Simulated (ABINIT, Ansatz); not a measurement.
An input for ABINIT 10.8.3 (BN (Qingsongite)):

```
acell 3*1.0 Angstrom
rprim 
  -0.000000000000 1.807500000000 1.807500000000
  1.807500000000 0.000000000000 1.807500000000
  1.807500000000 1.807500000000 -0.000000000000
ntypat 2
znucl 5 7
natom 2
typat 1 2
xred 
  0.000000000000 0.000000000000 0.000000000000
  0.250000000000 0.250000000000 0.250000000000
pp_dirpath "pseudos"
pseudos "B.upf, N.upf"
ecut 36
ngkpt 14 14 14
nshiftk 1
shiftk 0.11 0.21 0.31
kptopt 3
chksymbreak 0
iscf -2
irdden 1
istwfk *1
nband 18
nbdbuf 4
tolwfr 1e-09
nstep 60
prtvol 0
indata_prefix "in"
outdata_prefix "out"
tmpdata_prefix "tmp"
```

```sh
OMP_NUM_THREADS=1 mpirun -n 4 abinit run.abi > log
```

Question: How long will it take on 4 MPI ranks of Arm Neoverse V1, shared host, and how much memory?

It took 2.8 min; on shared hardware allow 85 s to 5.7 min. Peak host memory was 0.88 GiB.

[Paths, hosts, dates, memory and timing lines, banners, echoed tables and standing remarks are left out of the program output.]

[Logs are printed without paths, hosts, clocks, repeated set-up lines and the standing remarks that a program may print on its own settings, such as how far it seeks lower states.]

[Runs of the session that timed out or met a known fault of the program may be left out.]

[Hosts, paths, dates, database ids (printed as entryN), source tags and the programs' standing remarks are cut or masked in the printed files.]

[G0W0 gaps are taken among the corrected bands and points alone; a level outside them can change the order at an edge.]

[Where Ansatz stands beside ABINIT at settings called matched, ABINIT's density can come from a denser mesh and the files from another edition; pairs whose starting gaps differed by over 0.03 eV were left out, so agreement reads better than it is.]
